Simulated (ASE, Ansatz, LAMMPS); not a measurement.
# Twisted graphene bilayer, 27.80° (52 atoms): support functions against a reference, part 2 of 2

Aim: test how closely localised support functions follow the reference on twisted graphene bilayer, 27.80° (52 atoms), and at what cost.

Ansatz 0.2.0; Kohn-Sham DFT, PBE+D3(BJ), PAW (set soft_2), plane waves.

The cell: 52 C. One k-point is far too coarse for the carbon or group-IV sheet, and it can put spurious forces of up to about 1 eV/Å on the sheet's atoms. Beside vacuum, support functions can miss their usual error bounds without a warning. The Brillouin zone is sampled at Γ only, in a cell whose shortest periodic width is 8 Å.

So far: Starting point; The classical run that made the cell; Plane-wave single point; Structure statistics.

## (4) Structure statistics (continued)

Bonds by pair of elements; cutoffs follow the first minimum of g(r), held within bounds set by covalent radii, and pairs that aren't listed don't count as bonded:

```csv
pair A-B,cutoff (Å),bonds,mean length (Å),spread (Å),shortest (Å),B about A,A about B
C-C,1.82,78,1.42,0,1.42,3,3
```

How many atoms have how many bonded neighbours:

| element | mean | 3 |
| --- | --- | --- |
| C | 3 | 52 |

Bond angles (no mean is given where the spread exceeds 20°):

| angle | count | mean (°) | spread (°) |
| --- | --- | --- | --- |
| C-C-C | 156 | 120 | 0 |

The first peak of g(r) lies near 1.43 Å. By these cutoffs all C atoms have 3 bonded neighbours.

Local excerpt of 10 atoms (numbers count through the whole input) about C3, picked at random; x, y, z are measured from there.

| atom | x | y | z | distance (Å) | bonds | intrinsic-atomic-orbital charge (e) |
| --- | --- | --- | --- | --- | --- | --- |
| C3 | 0.00 | 0.00 | 0.00 | 0.00 | 3 | 0.00 |
| C6 | 0.34 | 1.38 | 0.00 | 1.42 | 3 | 0.00 |
| C24 | -1.36 | -0.39 | 0.00 | 1.42 | 3 | 0.00 |
| C4 | 1.02 | -0.98 | 0.00 | 1.42 | 3 | 0.00 |
| C23 | -2.39 | 0.59 | 0.00 | 2.46 | 3 | 0.00 |
| C9 | 2.39 | -0.59 | 0.00 | 2.46 | 3 | 0.00 |
| C11 | 1.71 | 1.77 | 0.00 | 2.46 | 3 | 0.00 |
| C21 | -1.71 | -1.77 | 0.00 | 2.46 | 3 | 0.00 |
| C1 | 0.68 | -2.36 | 0.00 | 2.46 | 3 | 0.00 |
| C5 | -0.68 | 2.36 | 0.00 | 2.46 | 3 | 0.00 |

The column of bonds counts only the pairs C-C within 1.82 Å; other neighbours, such as metal atoms beside each other in a compound, aren't counted, and periodic images can show an atom twice.

## (5) Support functions medium

The cell is solved in localised support functions.

This step: Kohn-Sham DFT, PBE+D3(BJ), PAW (set soft_2), localised support functions (medium) (Ansatz 0.2.0).

Input file input.yaml:

```yaml
crystal:
  lattice:
    - [8.8697, 0.0, 0.0]
    - [-4.43485, 7.68139, 0.0]
    - [0.0, 0.0, 15.53]
  atoms:
    [... the 52 atom lines of step 3 ...]
kpoints:
  mp_grid: { grid: [1, 1, 1] }
hamiltonian:
  xc: pbe
  dispersion: d3bj
scf:
  occupations: { method: gaussian, width: 0.05 }
  eigensolver: { kind: { support_functions: { accuracy: medium } } }
  mixing: { beta: 0.4 }
  max_iter: 150
output:
  forces: true
  eigenvalues: true
```

Launch:

```
ansatz run input.yaml --threads 8 --pin off --max-ram 15872MiB --backend cpu --events-out ev --progress --plain --runs-dir out
```

Numbers of over 12 decimals in the logs are rounded to 6 here.

Output:

```text
Warning: scf.eigensolver.kind.support_functions: disabling space-group detection — the functions' gradient is summed over unrotated k-points, so no spatial operation reduces the k-mesh or symmetrises the density; time reversal is kept, so that k and −k are solved as one point where they differ and the mesh holds both, and exact exchange and, on two spinor components, a DFT+U term hold to it where the run has them: [...]
settings of this run that can trade accuracy for cost: scf.eigensolver.kind.support_functions [...]
[...]
Crystal: 52 atoms, lattice volume = 1058.084 Å³
Basis set: ecut = 420 eV, 20637 PW (Γ), exchange–correlation on 128×128×216 points (8 copies of the dense FFT grid, shifted against one another)
Bands: 125, of which v1, the nominal top of the filled ones, is band 104 counted from 1 (103 counted from 0)
Symmetry: 1 space group operations
k-points: 1
[...]
SCF iter   1: F=—  HF=-13065.864696 eV  |F-HF|=—  |Δ(HF+E_count)|=         —  Δρ=7.07e-2  dr2=5.17e1  ethr=1.00e-1
[...]
SCF iter  10: F=—  HF=-13053.377378 eV  |F-HF|=—  |Δ(HF+E_count)|=   2.07e-4  Δρ=2.10e-5  dr2=4.43e-6  ethr=1.04e-8  κ⁻¹=1.3e-8(r=7)
SCF iter  11: F=-13053.377521 eV  HF=-13053.377520 eV  |F-HF|=6.99e-7  |Δ(HF+E_count)|=   1.42e-4  Δρ=7.80e-6  dr2=5.59e-7  ethr=2.13e-9
SCF 1 converged in 11 iterations: F = -13053.378509 eV  dr2 = 5.59e-7
[...]
SCF converged after 11 iterations
Stability not checked: this state was not tested for a lower state beside it, because the mixer in use, unlike msr1, does not test its closes by its own steps (another_mixer; see scf.mixing.algorithm and scf.lower_state_search)
Free energy (F): -13053.378509 eV
[...]
Internal energy: -13053.378509 eV  (E = F + TS)
E sigma→0 (E₀):  -13053.378509 eV
Fermi energy:    0.519035 eV
[...]
Σ components = -13053.378509   (vs F -13053.378509, Δ=0.00e0)
--- Forces (eV/Å), atoms counted from 1 ---
  atom   1  C      0.01030536     0.02706804    -0.01045610
  atom   2  C      0.02853667     0.00462944    -0.01031332
  atom   3  C     -0.03068311     0.02463804    -0.00840768
  atom   4  C     -0.00954488    -0.03959270    -0.00181173
[...]
atom  52  C      0.01034990    -0.02721005     0.01037537
  max |Σ_I F_I| component: 3.86e-4 eV/Å
--- Band table (eV) ---
[...]
```

Wall time 28 s (8 threads of Arm Neoverse V2, shared host); peak memory 2.6 GiB; 3.7 min of CPU time.

The program notes that the band table was not solved further than the SCF left it and it switched symmetry off.

Keys that differ from the reference: support_functions.accuracy = "medium", scf.max_iter = 150 and scf.mixing.beta = 0.4.

Forces differ from the reference by 0.63 meV/Å r.m.s.; the energy by -3.8 meV/atom.

## (6) All settings compared

Each row is set against the plane-wave reference (Kohn-Sham DFT, PBE+D3(BJ), PAW (set soft_2), plane waves; r.m.s. force component 0.0206 eV/Å). Energies are set beside the reference only for runs with its functional, potentials and electron count. Times are for 8 threads of Arm Neoverse V2, shared host. The reference's time includes the DOS and grids, which some other runs skip.

| run | Δ force, r.m.s. (meV/Å) | Δ energy (meV/atom) | cycles | time | host memory (GiB) |
| --- | --- | --- | --- | --- | --- |
| reference | - | - | 7 | 2.6 s | 0.90 |
| support functions medium | 0.629 | -3.77 | 11 | 28 s | 2.6 |

## (7) Summary of results

- free energy per atom: -251.0227 eV/atom
- r.m.s. force component: 0.02059 eV/Å
- potential in mid-vacuum, over the Fermi level: 4.357 eV
- wall time of the 2 DFT runs: 31 s

The setting support functions medium changes forces by 0.63 meV/Å r.m.s. At 52 atoms the run with support functions medium takes roughly 11 times the time of plane waves (whose run also made extra analyses, so the like-for-like ratio is larger), in 11 SCF cycles against 7. Differences between support functions and plane waves include what basis error the plane-wave run still has.

No gap is quoted: the bands of a honeycomb sheet meet or nearly meet at one point of the zone, so the spacing of levels depends on whether the mesh holds it and on how the neighbours disturb the sheet. The potential stands 4.36 eV above the Fermi level over the upper face and 4.36 eV under the lower one, a reading of the work function, with no dipole correction. The Fermi level falls in a spacing of 3.2 eV between levels, so it is uncertain by that much. With the cutoffs above, all C atoms have 3 bonded neighbours.

[Logs are printed without paths, hosts, clocks, repeated set-up lines and the standing remarks that a program may print on its own settings, such as how far it seeks lower states.]

[Hosts, paths, dates, database ids (printed as entryN), source tags and the programs' standing remarks are cut or masked in the printed files.]
